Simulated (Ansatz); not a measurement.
**What SnSe2 (model cell, started as fluorite) distorts into**

Wanted: the energy along a soft mode of SnSe2 (model cell, started as fluorite) and the structure at the end.

Main program and level: Ansatz 0.2.0; DFT PBEsol, scalar-relativistic, plane waves, PAW.

Most raw output is cut from this account.

The structure was built from a prototype and need not be the compound's stable phase.

## (1) Starting point

Symmetry: Fm-3m, No. 225, cubic system. Conventional cell: a = 6.756 Å, b = 6.756 Å, c = 6.756 Å, α = 90.00°, β = 90.00°, γ = 90.00°. Sn has 8 Se at 2.93 Å nearest. Se has 4 Sn at 2.93 Å nearest. Farther neighbours and most contacts between anions are not listed.

## (2) The dispersion

The cell comes from relaxations at this level that are not shown. Stability and thermal properties need the whole zone. Linear response on a 4×4×4 q mesh gives force constants as far as a supercell of that size would.

input.yaml

```yaml
crystal:
  lattice:
    - [0.0, 3.377823094, 3.377823094]
    - [3.377823094, 0.0, 3.377823094]
    - [3.377823094, 3.377823094, 0.0]
  atoms:
    - { symbol: Sn, position: [0.0, 0.0, 0.0] }
    - { symbol: Se, position: [0.25, 0.25, 0.25] }
    - { symbol: Se, position: [0.75, 0.75, 0.75] }
kpoints:
  mp_grid: { grid: [12, 12, 12] }
hamiltonian:
  xc: pbesol
scf:
  occupations: { method: methfessel_paxton, width: 0.2 }
output:
  eigenvalues: true
phonons:
  method: dfpt
  qmesh: [4, 4, 4]
  temperatures: { t_max: 1000, t_step: 50 }
  qpath:
    path:
      - [[0.0, 0.0, 0.0], [0.5, 0.0, 0.5], [0.625, 0.25, 0.625]]
      - [[0.375, 0.375, 0.75], [0.0, 0.0, 0.0], [0.5, 0.5, 0.5], [0.5, 0.25, 0.75], [0.5, 0.0, 0.5]]
    npoints: 10
```

On the command line:

```console
> ansatz run input.yaml --threads 4 --pin off --max-ram 7168MiB --backend cpu --events-out ev --progress --plain --runs-dir out
```

Run time: 27 min. Hardware: 4 threads of Arm Neoverse V1, shared host; peak memory 5.5 GiB; 1.8 h of CPU time.

This step gave:

```
volume per atom                                         : 25.69 Å³
gap on the k-mesh                                       : 0 eV
sum-rule residual before enforcement                    : 1.05e-4 eV/Å²
lowest frequency on the path                            : -160.3 cm⁻¹
point group                                             : m-3m
highest frequency on the path or at a solved wavevector : 105.4 cm⁻¹
highest optical mode at the zone centre (no LO-TO term) : 91.04 cm⁻¹
lowest optical zone-centre mode                         : 90.41 cm⁻¹
lowest mode on the q mesh (acoustic modes at Γ apart)   : -160.3 cm⁻¹
```

Frequencies (cm⁻¹) solved at each irreducible wavevector; negative means imaginary. Frequencies by wavevector, by row:

```
q in reciprocal lattice units  star  mode 1  mode 2  mode 3  mode 4  mode 5  mode 6  mode 7  mode 8  mode 9
                        0 0 0     1       0       0       0    90.4    90.4    90.4      91      91      91
                     0 0 0.25     8   -45.2   -45.2   -19.9    43.1    77.9    77.9    81.2    88.7    88.7
                     0 0 -0.5     4   -84.4   -56.5   -56.5   -42.8      62      62    87.5    87.5      89
                  0 0.25 0.25     6   -47.1   -31.9   -31.9    44.2    58.6    58.6    82.1     104     104
                  0 0.25 -0.5    24  -107.1   -70.2   -55.1    19.6    34.4    51.4    87.5    99.3   103.8
                 0 0.25 -0.25    12   -61.1   -39.6     -30    17.6    50.6    55.9    85.7    95.6   103.3
                  0 -0.5 -0.5     3  -160.3   -44.7   -44.7   -37.4   -37.4    74.2    79.2    96.8    96.8
              0.25 -0.5 -0.25     6  -114.5   -68.4   -40.2   -20.4   -20.4    58.2    88.3    88.3    98.1
```

Interpolated from a 4×4×4 q mesh. The phonon branches at the labelled points (cm⁻¹):

| point | branch 1 | branch 2 | branch 3 | branch 4 | branch 5 | branch 6 | branch 7 | branch 8 | branch 9 |
| --- | --- | --- | --- | --- | --- | --- | --- | --- | --- |
| Γ | 0 | 0 | 0 | 90 | 90 | 90 | 91 | 91 | 91 |
| halfway | -47 | -32 | -32 | 44 | 59 | 59 | 82 | 104 | 104 |
| X | -160 | -45 | -45 | -37 | -37 | 74 | 79 | 97 | 97 |
| halfway | -150 | -58 | -50 | -36 | -32 | 69 | 82 | 96 | 99 |
| U | -124 | -66 | -49 | -35 | -11 | 59 | 85 | 97 | 101 |
| jump to K | -124 | -66 | -49 | -35 | -11 | 59 | 85 | 97 | 101 |
| halfway | -42 | -30 | 18 | 34 | 50 | 75 | 87 | 90 | 99 |
| Γ | 0 | 0 | 0 | 90 | 90 | 90 | 91 | 91 | 91 |
| halfway | -45 | -45 | -20 | 43 | 78 | 78 | 81 | 89 | 89 |
| L | -84 | -56 | -56 | -43 | 62 | 62 | 88 | 88 | 89 |
| halfway | -92 | -69 | -49 | 30 | 38 | 42 | 88 | 94 | 104 |
| W | -114 | -68 | -40 | -20 | -20 | 58 | 88 | 88 | 98 |
| halfway | -140 | -58 | -55 | -42 | -16 | 65 | 84 | 97 | 98 |
| X | -160 | -45 | -45 | -37 | -37 | 74 | 79 | 97 | 97 |

Symmetry leaves 8 wavevectors to solve. The lowest mode among them, the acoustic zeros apart, lies at q = (0, -0.5, -0.5) and is imaginary, 160.3i cm⁻¹, so the energy falls along it.

## (3) The mode frozen in, largest atomic shift 0 Å

The mode followed lies at q = (0, -0.5, -0.5) with frequency 160.3i cm⁻¹, the softest among the wavevectors solved. At small amplitude the distorted cell has space group no. 137 by a symmetry search on the positions. The undistorted cell that holds it gives the zero of energy on the same k mesh.

System of this step: SnSe2 (model cell, started as fluorite). Symmetry: Fm-3m, No. 225, cubic system. Conventional cell: a = 6.756 Å, b = 6.756 Å, c = 6.756 Å, α = 90.00°, β = 90.00°, γ = 90.00°. Sn has 8 Se at 2.93 Å nearest. Nearest to Se lie 4 Sn at 2.93 Å. Farther neighbours and most contacts between anions are not listed.

input.yaml

```yaml
crystal:
  lattice:
    - [0.0, -3.377823094, -3.377823094]
    - [0.0, 3.377823094, -3.377823094]
    - [6.755646188, 0.0, 0.0]
  atoms:
    - { symbol: Sn, position: [0.0, 0.0, 0.0] }
    - { symbol: Sn, position: [0.5, 0.5, 0.5] }
    - { symbol: Se, position: [0.0, 0.5, 0.75] }
    - { symbol: Se, position: [0.5, 0.0, 0.25] }
    - { symbol: Se, position: [1.0, 0.5, 0.25] }
    - { symbol: Se, position: [0.5, 0.0, 0.75] }
kpoints:
  mp_grid: { grid: [8, 8, 6] }
hamiltonian:
  xc: pbesol
scf:
  occupations: { method: methfessel_paxton, width: 0.2 }
output:
  forces: true
  stress: true
  eigenvalues: true
```

Elapsed: 6.9 s, on 4 threads; peak memory 0.72 GiB; 27 s of CPU time.

Numbers from this step:

```
pressure                         : -0.01614 GPa
energy from the undistorted cell : 0 meV/atom
```

The run ends at a pressure of -0.02 GPa.

## (4) The mode frozen in, largest atomic shift 0.45 Å

The atoms are moved along the unstable eigenvector, the largest shift by 0.45 Å, with the cell fixed.

input.yaml, the sections that differ from step 3:

```yaml
crystal:
  lattice:
    - [0.0, -3.377823094, -3.377823094]
    - [0.0, 3.377823094, -3.377823094]
    - [6.755646188, 0.0, 0.0]
  atoms:
    - { symbol: Sn, position: [0.0, 0.0, 0.0] }
    - { symbol: Sn, position: [0.5, 0.5, 0.5] }
    - { symbol: Se, position: [0.0, 0.5, 0.8166109485] }
    - { symbol: Se, position: [0.5, 0.0, 0.1833890515] }
    - { symbol: Se, position: [1.0, 0.5, 0.3166109485] }
    - { symbol: Se, position: [0.5, 0.0, 0.6833890515] }
# kpoints, hamiltonian, scf, output: as in step 3
```

It took 6.7 s on 4 threads; peak memory 0.72 GiB; 26 s of CPU time.

Numbers from this step:

| Item | Value |
| --- | --- |
| pressure | 0.05986 GPa |
| energy from the undistorted cell | -144.8 meV/atom |

The energy, extrapolated to zero smearing, is -144.78 meV/atom against the undistorted cell.

The run ends at a pressure of 0.06 GPa, with forces up to 0.0064 eV/Å.

## (5) Energy along the mode, all amplitudes (two of the runs are shown above)

An imaginary frequency means negative curvature, so the energy should fall and then rise again as anharmonic terms take over.

This step gave:

| Quantity | Value |
| --- | --- |
| depth at the lowest point sampled | 144.8 meV/atom |
| largest atomic shift at that point | 0.45 Å |

Energy from the parent against largest atomic shift:

| largest atomic shift (Å) | energy from the parent (meV/atom) |
| --- | --- |
| 0.000 | 0 |
| 0.040 | -3.42 |
| 0.080 | -13.6 |
| 0.140 | -38.6 |
| 0.220 | -78.3 |
| 0.320 | -121 |
| 0.450 | -145 |
| 0.600 | -115 |

Displacement at unit largest shift by atom:

```
atom  x (Å)  y (Å)  z (Å)  size
 Sn1   0.00   0.00   0.00  0.00
 Sn2   0.00   0.00   0.00  0.00
 Se3   1.00   0.00   0.00  1.00
 Se4  -1.00   0.00   0.00  1.00
 Se5   1.00   0.00   0.00  1.00
 Se6  -1.00   0.00   0.00  1.00
```

The lowest of the steps tried is at 0.45 Å, 145 meV/atom below the parent; the bottom of the well need not coincide with a step.

## (6) Relaxation from the frozen mode

Starting from the lowest point found, all atoms and the cell are let go, so that strain and other modes of the same symmetry can join in.

input.yaml: that of step 4 with these lines changed.

```diff
@@ -22 +22,6 @@
   eigenvalues: true
+relax:
+  adjacent_minimum: "off"
+  f_tol: 0.002
+  max_steps: 120
+  cell: { stress_tol: 0.03 }
```

The job ended after 3.5 min (4 threads; peak memory 0.81 GiB).

The steps of the relaxation (22 of 23):

| step | energy less that of the first step (eV) | largest force component (eV/Å) | pressure (GPa) | volume (Å³) |
| --- | --- | --- | --- | --- |
| 1 | 0.0000 | 0.0064 | 0.06 | 154.16 |
| 2 | -0.2681 | 0.0156 | -0.31 | 155.25 |
| 3 | -0.4902 | 0.1376 | 0.39 | 153.93 |
| 4 | -0.5877 | 0.2208 | 0.06 | 157.61 |
| 5 | -0.6901 | 0.0216 | 0.78 | 155.90 |
| 6 | -0.7293 | 0.0561 | -0.53 | 159.65 |
| 7 | -0.7321 | 0.0910 | 0.32 | 158.06 |
| 8 | -0.7381 | 0.0021 | 0.02 | 158.46 |
| 9 | -0.7382 | 0.0014 | 0.01 | 158.48 |
| 10* | -0.8078 | 0.0021 | 0.62 | 158.48 |
| 11 | -0.8681 | 0.0455 | 0.34 | 160.16 |
| 13 | -0.9392 | 0.3538 | 0.81 | 158.57 |
| 14 | -1.0306 | 0.0031 | 0.49 | 163.10 |
| 15 | -1.0640 | 0.0088 | 0.45 | 164.18 |
| 16 | -1.0717 | 0.0348 | -0.41 | 167.52 |
| 17 | -1.0734 | 0.0108 | 0.08 | 166.12 |
| 18 | -1.0736 | 0.0009 | 0.01 | 166.26 |
| 19* | -1.1048 | 0.0039 | 0.28 | 166.26 |
| 20 | -1.1197 | 0.0055 | 0.12 | 168.01 |
| 21 | -1.1261 | 0.0051 | 0.13 | 169.92 |
| 22 | -1.1263 | 0.0017 | 0.01 | 170.42 |
| 23* | -1.1273 | 0.0015 | 0.01 | 170.42 |

Relaxation steps marked * repeat the geometry before them on a plane-wave basis chosen anew for their cell, so energy and pressure can jump there. Other such steps can lie between the rows shown.

The run keeps the 16 symmetry operations that it works with, so distortions that break them were not tested.

| cell as run | before | after | change |
| --- | --- | --- | --- |
| a (Å) | 4.777 | 3.940 | -17.5 % |
| b (Å) | 4.777 | 3.940 | -17.5 % |
| c (Å) | 6.756 | 10.978 | +62.5 % |
| volume (Å³/atom) | 25.69 | 28.40 | +10.5 % |

The atoms that moved most (Å, as changes of fractional coordinates times the final cell):

```csv
atom,dx,dy,dz,length
Se5,0.370,0.000,0.000,0.370
Se4,-0.370,0.000,0.000,0.370
Se6,-0.370,0.000,0.000,0.370
Se3,0.370,0.000,0.000,0.370
```

Numbers from this step:

| Item | Value |
| --- | --- |
| pressure | 0.005850 GPa |
| volume per atom | 28.40 Å³ |

The distorted start has space group P4_2/nmc; the relaxation ends in P4_2/nmc.

## (7) The new phase in its own primitive cell

The relaxed structure is symmetrised, reduced to its primitive cell and relaxed tightly, as its phonons need.

input.yaml

```yaml
crystal:
  lattice:
    - [3.940011569, 0.0, 0.0]
    - [0.0, 3.940011569, 0.0]
    - [0.0, 0.0, 10.9779282691]
  atoms:
    - { symbol: Sn, position: [0.0, 0.0, 0.0] }
    - { symbol: Sn, position: [0.5, 0.5, 0.5] }
    - { symbol: Se, position: [0.0, 0.5, 0.8502952496] }
    - { symbol: Se, position: [0.5, 0.0, 0.1497047504] }
    - { symbol: Se, position: [0.0, 0.5, 0.3502952496] }
    - { symbol: Se, position: [0.5, 0.0, 0.6497047504] }
kpoints:
  mp_grid: { grid: [10, 10, 4] }
hamiltonian:
  xc: pbesol
scf:
  occupations: { method: methfessel_paxton, width: 0.2 }
output:
  forces: true
  stress: true
  eigenvalues: true
relax:
  adjacent_minimum: "off"
  f_tol: 0.001
  max_steps: 60
  cell: { stress_tol: 0.01 }
```

It took 56 s on 4 threads; peak memory 0.81 GiB; 3.7 min of CPU time.

Little changed from the start: no atom moved by 0.005 Å and no cell edge by 0.1 %.

This step gave:

| Item | Value |
| --- | --- |
| pressure | 1.81e-4 GPa |
| volume per atom | 28.41 Å³ |

The largest force component left is 0.017 meV/Å and the pressure is 0.000 GPa, within the tolerances set. The cell now holds 28.41 Å³/atom.

## (8) Modes of the new phase, k-mesh 10×10×4

A relaxed structure may still be a saddle point, so its zone-centre modes are computed. No field response is asked, since the mesh shows no gap.

input.yaml, the sections that differ from step 7:

```yaml
crystal:
  lattice:
    - [3.9384490835, 0.0, 0.0]
    - [0.0, 3.9384490835, 0.0]
    - [0.0, 0.0, 10.9888903365]
  atoms:
    - { symbol: Sn, position: [0.0, 0.0, 0.0] }
    - { symbol: Sn, position: [0.5, 0.5, 0.5] }
    - { symbol: Se, position: [0.0, 0.5, 0.8503719095] }
    - { symbol: Se, position: [0.5, 0.0, 0.1496280905] }
    - { symbol: Se, position: [0.0, 0.5, 0.3503719095] }
    - { symbol: Se, position: [0.5, 0.0, 0.6496280905] }
output:
  eigenvalues: true
phonons:
  method: dfpt
# kpoints, hamiltonian, scf: as in step 7
# relax: removed
```

It took 3.2 min on 4 threads; peak memory 3.2 GiB.

This step gave:

```yaml
sum_rule_residual_before_enforcement: 9.40e-5 eV/Å²
point_group: 4/mmm
highest_optical_mode_at_the_zone_centre_no_lo_to_term: 258.1 cm⁻¹
lowest_optical_zone_centre_mode: 33.14 cm⁻¹
```

Patterns of degenerate modes are one choice out of their space. Modes at Γ, with each element's share of the kinetic energy:

```
mode  frequency (cm⁻¹)  symmetry  Sn %  Se %
   1               0.0  acoustic    43    57
   2               0.0  acoustic    43    57
   3               0.0  acoustic    43    57
   4              33.1        Eg    49    51
   5              33.1        Eg    49    51
   6              41.1       B1g    42    58
   7              45.5        Eu    19    81
   8              45.5        Eu    19    81
   9              62.0        Eg    17    83
  10              62.0        Eg    17    83
  11             175.8       A1g     0   100
  12             181.4       B2u     0   100
  13             198.7        Eu    39    61
  14             198.7        Eu    39    61
  15             207.2        Eg    35    65
  16             207.2        Eg    35    65
  17             252.8       B1g    58    42
  18             258.1       A2u    57    43
```

Displacements in mode 4 (33.1 cm⁻¹), the largest set to 1:
```
Sn1 -0.10 -1.00  0.00
Sn2  0.10  1.00  0.00
Se3 -0.09 -0.89  0.00
Se4 -0.09 -0.89  0.00
Se5  0.09  0.89  0.00
Se6  0.09  0.89  0.00
```

Displacements in mode 6 (41.1 cm⁻¹), the largest set to 1:
```
Sn1  0.00  0.00 -0.98
Sn2  0.00  0.00  0.98
Se3  0.00  0.00 -1.00
Se4  0.00  0.00 -1.00
Se5  0.00  0.00  1.00
Se6  0.00  0.00  1.00
```

Before it was imposed, the acoustic sum rule was missed by 9.4e-5 eV/Å². Small misses are needed for a sound result but don't prove that mesh and cutoff are converged. The lowest optical mode is real, 33.1 cm⁻¹.

## (9) Summary of results

* unstable mode of the parent: q = (0, -0.5, -0.5), 160i cm⁻¹
* depth at the lowest point sampled: 145 meV/atom
* largest atomic shift at that point: 0.45 Å
* space group reached (within 0.01 Å): P4_2/nmc
* energy gained over the parent (first relaxation, on the mesh of the frozen mode): 333 meV/atom
* volume per atom, phase reached: 28.4 Å³
* lowest optical zone-centre mode, phase reached: 33.1 cm⁻¹
* highest optical mode at the zone centre (no LO-TO term), phase reached: 258 cm⁻¹

**Reading.** Along this mode the structure falls into P4_2/nmc, 333 meV/atom below the parent. At the parent's cell the well is 144.8 meV/atom deep on the steps tried, with its lowest point at a shift of 0.45 Å. Relaxing atoms and cell changes the gain by +187.96 meV/atom against the lowest step (energies at zero smearing). The new phase has no imaginary mode at the zone centre of its cell; other wavevectors were not checked. Of the 2 patterns followed to their end from this parent, this one reaches the lowest energy. Each path keeps the symmetry of its pattern, so a lower phase may lie along a pattern not tried. With no gap, or one that is small against the smearing, the frequencies hang on the k mesh and the smearing, most of all near Kohn anomalies. A semilocal functional can close a gap that the real compound would have, so the metallic treatment may be an artefact of the level. Spin-orbit coupling is left out, which can matter for the heavy elements here. A phonon run warned that its eigensolver left some bands unconverged in a pass. The starting cell was built on a prototype and not taken from a measurement, so the phase need not exist.

[Logs are printed without paths, hosts, clocks, repeated set-up lines and the standing remarks that a program may print on its own settings, such as how far it seeks lower states.]

[Hosts, paths, dates, database ids (printed as entryN), source tags and the programs' standing remarks are cut or masked in the printed files.]
